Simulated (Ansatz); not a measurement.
# Phonons of SbRh3C (Rh3SbC antiperovskite), part 2 of 3

The plan: relax SbRh3C (Rh3SbC antiperovskite), check its phonons, and, if the lattice is stable, compute its Eliashberg function and ρ(T).

Ansatz 0.2.0; DFT PBE, scalar-relativistic, plane waves, PAW.

So far. Step 2 (Rough relaxation): The largest force is now zero by symmetry and the largest stress component 0.40 GPa. Step 3 (Relaxation): The largest force is now zero by symmetry and the largest stress component 0.0016 GPa, small enough for phonons. The relaxed cell has a = 4.158 Å (conventional setting).

The structure was built from a prototype and need not be the compound's stable phase.

### 4. Lattice stability: q 2×2×2, k 4×4×4

Before any scattering is computed, the phonons show whether the structure is a minimum.

File input.yaml:

```yaml
crystal:
  lattice:
    - [4.1582120545, 0.0, 0.0]
    - [0.0, 4.1582120545, 0.0]
    - [0.0, 0.0, 4.1582120545]
  atoms:
    - { symbol: Sb, position: [0.0, 0.0, 0.0] }
    - { symbol: Rh, position: [0.5, 0.5, 0.0] }
    - { symbol: Rh, position: [0.5, 0.0, 0.5] }
    - { symbol: Rh, position: [0.0, 0.5, 0.5] }
    - { symbol: C, position: [0.5, 0.5, 0.5] }
kpoints:
  mp_grid: { grid: [4, 4, 4] }
hamiltonian:
  xc: pbe
scf:
  occupations: { method: methfessel_paxton, width: 0.2 }
output:
  eigenvalues: true
phonons:
  method: dfpt
  qmesh: [2, 2, 2]
  temperatures: { t_max: 1000, t_step: 50 }
  qpath:
    path:
      - [[0.0, 0.0, 0.0], [0.0, 0.5, 0.0], [0.5, 0.5, 0.0], [0.0, 0.0, 0.0], [0.5, 0.5, 0.5], [0.0, 0.5, 0.0]]
      - [[0.5, 0.5, 0.5], [0.5, 0.5, 0.0]]
    npoints: 10
```

On the command line:

```sh
> ansatz run input.yaml --threads 4 --pin off --max-ram 16384MiB --backend cpu --events-out ev --progress --plain --runs-dir out
```

Numbers of over 12 decimals in the logs are rounded to 6 here.

Output:

```text
[...]
Crystal: 5 atoms, lattice volume = 71.899 Å³
Basis set: ecut = 420 eV, 1365 PW (Γ), exchange–correlation on 60×60×60 points (8 copies of the dense FFT grid, shifted against one another)
Bands: 42, of which v1, the nominal top of the filled ones, is band 35 counted from 1 (34 counted from 0)
Symmetry: 48 space group operations
k-points: 10 of 64
[...]
SCF iter   1: F=—  HF=-25943.288982 eV  |F-HF|=—  |Δ(HF+E_count)|=         —  Δρ=8.43e-3  dr2=3.20e-2  ethr=1.77e-3  ⟨swp⟩=5.7  Hψ=1507  notcnv=0
[...]
SCF iter  10: F=-25943.284171 eV  HF=-25943.284171 eV  |F-HF|=3.64e-12  |Δ(HF+E_count)|=  3.64e-12  S|Δr|=    0.00e0  Δρ=5.39e-8  dr2=2.00e-12  ethr=1.00e-12  ⟨swp⟩=8.7  Hψ=1933  notcnv=0
SCF 1 converged in 10 iterations: F = -25943.284171 eV  dr2 = 2.00e-12
[...]
SCF iter   1: F=—  HF=-25943.284171 eV  |F-HF|=—  |Δ(HF+E_count)|=         —  Δρ=1.11e-6  dr2=5.05e-10  ethr=1.09e-7  ⟨swp⟩=3.3  Hψ=2471  notcnv=0
eigensolver tolerance schedule: the retry pair's looser diagonalisation over-reported the residual by 150389.56 of it (diagonalisation noise at an unbounded share of the residual, at the tolerance the schedule requests for it); recorded, not acted on — ethr = c·dr2/N_el stays at c = 1.0e-1
[...]
SCF iter   2: F=—  HF=-25943.284171 eV  |F-HF|=—  |Δ(HF+E_count)|=   1.39e-7  S|Δr|=    0.00e0  Δρ=4.63e-7  dr2=8.28e-11  ethr=1.00e-12  ⟨swp⟩=4.0  Hψ=1301  notcnv=0
[...]
SCF iter   4: F=-25943.284171 eV  HF=-25943.284171 eV  |F-HF|=1.09e-11  |Δ(HF+E_count)|=  7.28e-12  S|Δr|=    0.00e0  Δρ=1.57e-7  dr2=9.01e-12  ethr=1.00e-12  ⟨swp⟩=1.9  Hψ=962  notcnv=0
SCF 2 converged in 4 iterations: F = -25943.284171 eV  dr2 = 9.01e-12
phonons: the bands overlap, so this run is a metal and interpolates without the dipole-dipole term. If the crystal is really an insulator or semiconductor, its LO-TO splitting is missing
NSCF: frozen V_eff on 10 k-points
[...]
DFPT response loops at q = (0, 0, 0) (fractional): preconditioner auto → Kerker (q_TF=auto, 2.716 Å⁻¹) (partly filled bands, converged f_vac=0.000); β = 1.00, the filter's whole step (`scf.mixing.beta` (0.50) is not read by the response loops under this deck's `scf.mixing.preconditioner`; to damp them name `kerker` or `kerker_dos`, under which they read `scf.mixing.beta`, and type it under 1.00, their step now; both keys bind the ground state too); Broyden in place of MSR1
[...]
SCF converged after 10 iterations
Stability not checked: this state was not tested for a lower state beside it, because cold or Methfessel-Paxton smearing, or corrected tetrahedra, fill the levels in a way that the test cannot read (fill_not_monotonic; see scf.lower_state_search)
Free energy (F): -25943.284171 eV
[...]
Internal energy: -25943.283850 eV  (E = F + TS)
E sigma→0 (E₀):  -25943.284091 eV
Entropy (-TS):   -0.000321 eV (-0.064 meV/atom)
Fermi energy:    18.624073 eV
Step filling:    the computed levels leave a gap of 0.0869 eV = 0.4 smearing widths at the electron count; against every level under it full and every level over it empty, smearing changes F+E_penalty+E_count by +6.503 meV and its σ→0 estimate by +6.584 meV
[...]
--- Band table (eV; the first three rows and the last of 10) ---
  k-point 0: bands = [... 31 lower, 16.8852, 18.3616, 18.3616, 18.3616, 18.4292, 18.4393, 18.4393, 18.4393, ... 3 higher]
  k-point 1: bands = [... 31 lower, 16.8770, 18.0007, 18.4403, 18.7504, 18.7504, 18.8702, 19.4729, 19.4729, ... 3 higher]
  k-point 2: bands = [... 31 lower, 16.7458, 17.4033, 18.4414, 18.9398, 19.1048, 19.1048, 20.7568, 20.7568, ... 3 higher]
  k-point 9: bands = [... 31 lower, 17.1649, 17.1649, 17.9469, 18.2704, 18.2704, 18.2704, 20.9214, 20.9214, ... 3 higher]
--- Phonons (Γ-DFPT): 4 representative perturbations + reference (Σ response iterations 12) ---
  ASR residual: 1.374e-5 → 0.000e0 eV/Å²; symmetrization residual: 5.527e-6 eV/Å²
  ASR residual per site (eV/Å²): 1.37e-5 7.31e-6 7.31e-6 7.31e-6 6.17e-6
  Γ frequencies (cm⁻¹): -131.68 -131.68 -131.68 -42.61 -42.61 -42.61 0.00 0.00 0.00 63.97 63.97 63.97 269.77 269.77 269.77
--- Phonons (arbitrary-q DFPT): 4 irreducible q on the 2×2×2 mesh ---
  q = [0.0000, 0.0000, 0.0000] (star 1, of the zone-centre solve; hermiticity 1.99e-6, symmetrization 1.45e-11): -131.68 -131.68 -131.68 -42.61 -42.61 -42.61 -0.00 -0.00 0.00 63.97 63.97 63.97 269.77 269.77 269.77
  q = [0.0000, 0.0000, -0.5000] (star 3, 9 solved perturbations in 216 linear systems a pass and spin channel, the states on 27 of 64 k-point pairs; hermiticity 6.08e-7, symmetrization 2.52e-12): -156.16 -116.53 -116.53 -87.82 4.81 4.81 40.44 40.44 68.52 68.52 100.32 127.73 281.91 281.91 529.13
[...]
sum rule: each row above includes the acoustic sum rule's correction from the zone centre's row sums; it moved no ω² by more than (0.37 cm⁻¹)²
  mesh force constants: q→R imaginary residual 9.99e-18; ASR residual 1.374e-5 → 0.000e0 eV/Å²; symmetrization residual 9.770e-15 eV/Å²
  interpolated dispersion: 62 rows × 15 modes
  density of states and harmonic sums: on the 16×16×16 q-mesh, interpolated from the force constants of a 2×2×2 supercell (no non-analytic term)
  largest difference from the sums on the solved wave vectors: F 1.77e-1 eV, S 1.88e-4 and C_V 2.81e-5 eV/K
  zero-point energy: 0.115215 eV/cell   skipped modes (ω ≤ 0): 940, of them read as no rigid motion or as one in doubt: 937 (5.748e0 modes/cell left out, lowest -156.16 cm⁻¹)   left out of the sums: 3.83e-1 of the cell's modes: C_V's classical limit lies that fraction below 3 k_B per atom; for a crystal, a wire or a layer, F and S can be off by more, and a phonons.interpolated_qmesh denser along its periods is the remedy for the sampling
```

It took 88 s on 4 threads of Arm Neoverse V1, shared host; peak memory 0.66 GiB.

Numbers from this step:

| Item | Value |
| --- | --- |
| share of imaginary modes in the plain interpolation between solved wavevectors | 0.38 |
| highest frequency, solved or plainly interpolated | 599.6 cm⁻¹ |

Solved on the 2×2×2 mesh alone; all other wavevectors are interpolated. The phonon branches at the labelled points (cm⁻¹):

```
    point  branch 1  branch 2  branch 3  branch 4  branch 12  branch 13  branch 14  branch 15
        Γ      -132      -132      -132       -43         64        270        270        270
  halfway      -128      -111      -111       -69        103        276        276        411
        X      -156      -116      -116       -88        128        282        282        529
  halfway      -129      -103       -92       -77        186        285        449        555
        M      -104       -83       -83       -67        216        290        580        580
  halfway      -116      -104       -83       -68        160        280        430        430
        Γ      -132      -132      -132       -43         64        270        270        270
  halfway       -98       -98       -79       -76        199        444        444        445
        R       -78       -78       -78        55        272        600        600        600
  halfway      -110       -92       -71       -69        223        458        459        572
        X      -156      -116      -116       -88        128        282        282        529
jump to R       -78       -78       -78        55        272        600        600        600
  halfway       -92       -82       -82        -6        248        468        590        590
        M      -104       -83       -83       -67        216        290        580        580
```

Lowest modes at the softest wavevector of the mesh. The modes at q = (0.000, 0.000, 0.500) (shares of kinetic energy by element, %) (negative means imaginary):

```
mode  frequency (cm⁻¹)  Sb %  Rh %  C %
   1            -156.2     0    98    2
   2            -116.5     0   100    0
   3            -116.5     0   100    0
   4             -87.8     0   100    0
   5               4.8     0    75   25
   6               4.8     0    75   25
```

Displacements in mode 1 (-156.2 cm⁻¹), the largest set to 1, in the home cell:
```
Sb1  0.00  0.00  0.00
Rh2  0.00  0.00  0.00
Rh3  0.00  0.00  1.00
Rh4  0.00  0.00  1.00
C5   0.00  0.00 -0.63
```

Displacements in mode 6 (4.8 cm⁻¹), the largest set to 1, in the home cell (x, y, z of the real part, then of the imaginary part):
```
Sb1  0.00  0.00  0.00  0.00  0.00  0.00
Rh2  0.00  0.00  0.00  0.00  0.00  0.00
Rh3 -0.05  0.57  0.00  0.01  0.01  0.00
Rh4  0.17 -0.17  0.00 -0.03  0.00  0.00
C5   0.30  1.00  0.00 -0.05  0.01  0.00
```

Among the solved wavevectors the lowest mode, translations apart, is -156 cm⁻¹, imaginary.

### 5. Lattice stability: q 2×2×2, k 6×6×6

An imaginary mode on so few k-points may come from the sampling, so the phonons are repeated with another k mesh.

Changes to input.yaml since step 4:

```diff
@@ -12,3 +12,3 @@
 kpoints:
-  mp_grid: { grid: [4, 4, 4] }
+  mp_grid: { grid: [6, 6, 6] }
 hamiltonian:
```

Output:

```text
[...]
Crystal: 5 atoms, lattice volume = 71.899 Å³
Basis set: ecut = 420 eV, 1365 PW (Γ), exchange–correlation on 60×60×60 points (8 copies of the dense FFT grid, shifted against one another)
Bands: 42, of which v1, the nominal top of the filled ones, is band 35 counted from 1 (34 counted from 0)
Symmetry: 48 space group operations
k-points: 20 of 216
[...]
SCF iter   1: F=—  HF=-25943.311087 eV  |F-HF|=—  |Δ(HF+E_count)|=         —  Δρ=6.58e-3  dr2=2.31e-2  ethr=1.77e-3  ⟨swp⟩=5.6  Hψ=3006  notcnv=0
[...]
SCF iter  10: F=-25943.308894 eV  HF=-25943.308894 eV  |F-HF|=3.64e-12  |Δ(HF+E_count)|=  3.64e-12  S|Δr|=    0.00e0  Δρ=5.87e-8  dr2=1.38e-12  ethr=1.00e-12  ⟨swp⟩=8.7  Hψ=3839  notcnv=0
SCF 1 converged in 10 iterations: F = -25943.308894 eV  dr2 = 1.38e-12
[...]
SCF iter   5: F=-25943.308894 eV  HF=-25943.308894 eV  |F-HF|=0.00e0  |Δ(HF+E_count)|=  7.28e-12  S|Δr|=    0.00e0  Δρ=1.02e-7  dr2=4.33e-12  ethr=1.00e-12  ⟨swp⟩=2.3  Hψ=1382  notcnv=0
SCF 2 converged in 5 iterations: F = -25943.308894 eV  dr2 = 4.33e-12
[...]
SCF converged after 10 iterations
[...]
Free energy (F): -25943.308894 eV
[...]
Internal energy: -25943.279840 eV  (E = F + TS)
E sigma→0 (E₀):  -25943.301631 eV
Entropy (-TS):   -0.029055 eV (-5.811 meV/atom)
Fermi energy:    18.586643 eV
[...]
--- Band table (eV; the first three rows and the last of 20) ---
  k-point 0: bands = [... 31 lower, 16.8616, 18.3701, 18.3701, 18.3701, 18.4149, 18.4158, 18.4158, 18.4158, ... 3 higher]
  k-point 1: bands = [... 31 lower, 16.8608, 18.2171, 18.4163, 18.5451, 18.5451, 18.6438, 18.9465, 18.9465, ... 3 higher]
  k-point 2: bands = [... 31 lower, 16.8284, 17.7134, 18.4174, 18.9110, 18.9110, 18.9486, 20.0642, 20.0642, ... 3 higher]
  k-point 19: bands = [... 31 lower, 17.1576, 17.1576, 17.9452, 18.2514, 18.2514, 18.2514, 20.9063, 20.9063, ... 3 higher]
[...]
ASR residual: 2.733e-5 → 0.000e0 eV/Å²; symmetrization residual: 4.263e-6 eV/Å²
  ASR residual per site (eV/Å²): 1.24e-6 2.73e-5 2.73e-5 2.73e-5 1.24e-5
[...]
--- Phonons (arbitrary-q DFPT): 4 irreducible q on the 2×2×2 mesh ---
[...]
interpolated dispersion: 62 rows × 15 modes
[...]
```

It took 3.1 min on 4 threads; peak memory 0.9 GiB.

This step gave:

```yaml
share_of_imaginary_modes_in_the_plain_interpolation_between_solved_wavevectors: 0.3985
highest_frequency_solved_or_plainly_interpolated: 590.6 cm⁻¹
```

Solved on the 2×2×2 mesh alone; all other wavevectors are interpolated. The phonon branches at the labelled points (cm⁻¹):

```
    point  branch 1  branch 2  branch 3  branch 4  branch 12  branch 13  branch 14  branch 15
        Γ      -162      -162      -162       -67         51        283        283        283
  halfway      -130      -130      -128       -94        101        285        285        423
        X      -141      -116      -116      -115        130        288        288        542
  halfway      -122      -108       -96       -94        178        302        448        558
        M      -102       -98       -98       -73        203        316        573        573
  halfway      -117      -107       -98       -86        150        293        435        436
        Γ      -162      -162      -162       -67         51        283        283        283
  halfway       -98       -98       -89       -84        190        447        447        448
        R       -71       -71       -71        34        268        591        591        591
  halfway      -105       -97       -75       -74        216        458        460        570
        X      -141      -116      -116      -115        130        288        288        542
jump to R       -71       -71       -71        34        268        591        591        591
  halfway       -88       -84       -84       -43        241        471        582        582
        M      -102       -98       -98       -73        203        316        573        573
```

The modes has structure finer than the step of the table below, so its rows give means over 25 cm⁻¹, whole bins alone (the curve runs from -172 to 614 cm⁻¹). Peaks (cm⁻¹: height): C 308.0: 0.0171, 362.4: 0.0132, 431.6: 0.0132, 495.9: 0.0135, 545.3: 0.0186; Rh -92.4: 0.0844, 60.8: 0.0370; Sb 80.6: 0.107.

Phonopy on the run's constants, 13x13x13 mesh, Gaussian sigma 5.6 cm⁻¹. Modes against wavenumber; means over each step; values in 1/cm⁻¹/cell:

```
wavenumber (cm⁻¹)        C       Rh       Sb
             -150   6.0e-4  0.00326   4.0e-5
             -125  0.00133   0.0312   9.5e-5
             -100   6.4e-4   0.0790   6.3e-5
              -75   3.4e-4   0.0749   1.2e-4
              -50   4.5e-4   0.0366   2.0e-4
              -25   1.6e-4  0.00856   2.5e-4
                0   1.0e-4  0.00269   3.9e-4
               25   5.8e-4   0.0101  0.00120
               50  0.00119   0.0271  0.00918
               75  0.00116   0.0287   0.0802
              100   6.0e-4   0.0150   0.0265
              125   1.4e-4  0.00383   9.3e-4
              150   1.8e-4  0.00597   3.3e-4
              175   1.6e-4  0.00789   1.3e-4
              200   1.1e-4  0.00899   4.2e-5
              225   4.3e-5  0.00545   5.9e-6
              250   7.0e-6  0.00288        0
              275  0.00227  0.00110   2.1e-5
              300   0.0128  0.00305   7.1e-5
              325  0.00738  0.00110   1.7e-5
              350  0.00831   9.0e-4   4.6e-5
              375  0.00817   5.4e-4   2.8e-5
              400  0.00239   1.3e-4   4.6e-6
              425   0.0105   3.8e-4   4.2e-5
              450  0.00568   1.2e-4   1.2e-5
              475  0.00566   1.2e-4   1.3e-5
              500   0.0112   1.2e-4   3.2e-5
              525  0.00828   9.0e-5   1.6e-5
              550   0.0168   9.8e-5   3.8e-5
              575   0.0118   2.9e-5   2.7e-5
              600   9.5e-4   4.6e-7   4.6e-7
```

No LO-TO term; unit eigenvectors of the mass-weighted matrix. The modes at Γ (shares of kinetic energy by element, %) (negative means imaginary):

```
mode  frequency (cm⁻¹)  symmetry  Sb %  Rh %  C %
   1            -161.5       T1u     2    70   29
   2            -161.5       T1u     2    70   29
   3            -161.5       T1u     2    70   29
   4             -66.8       T2u     0   100    0
   5             -66.8       T2u     0   100    0
   6             -66.8       T2u     0   100    0
   7               0.0       T1u    28    70    3
   8               0.0       T1u    28    70    3
   9               0.0       T1u    28    70    3
  10              50.7       T1u    69    30    1
  11              50.7       T1u    69    30    1
  12              50.7       T1u    69    30    0
  13             282.8       T1u     1    30   68
  14             282.8       T1u     1    30   68
  15             282.8       T1u     1    30   68
```

Displacements in mode 1 (-161.5 cm⁻¹), the largest set to 1:
```
Sb1  0.00  0.08 -0.06
Rh2 -0.01 -0.28 -0.26
Rh3 -0.01  0.35  0.20
Rh4  0.01 -0.28  0.20
C5   0.04  1.00 -0.73
```

Displacements in mode 15 (282.8 cm⁻¹), the largest set to 1:
```
Sb1  0.00 -0.05  0.02
Rh2  0.00  0.07  0.10
Rh3  0.00 -0.20 -0.03
Rh4  0.00  0.07 -0.03
C5   0.00  1.00 -0.48
```

Among the solved wavevectors the lowest mode, translations apart, is -162 cm⁻¹, imaginary.

[end of part 2 of 3]

[Logs are printed without paths, hosts, clocks, repeated set-up lines and the standing remarks that a program may print on its own settings, such as how far it seeks lower states.]

[Hosts, paths, dates, database ids (printed as entryN), source tags and the programs' standing remarks are cut or masked in the printed files.]
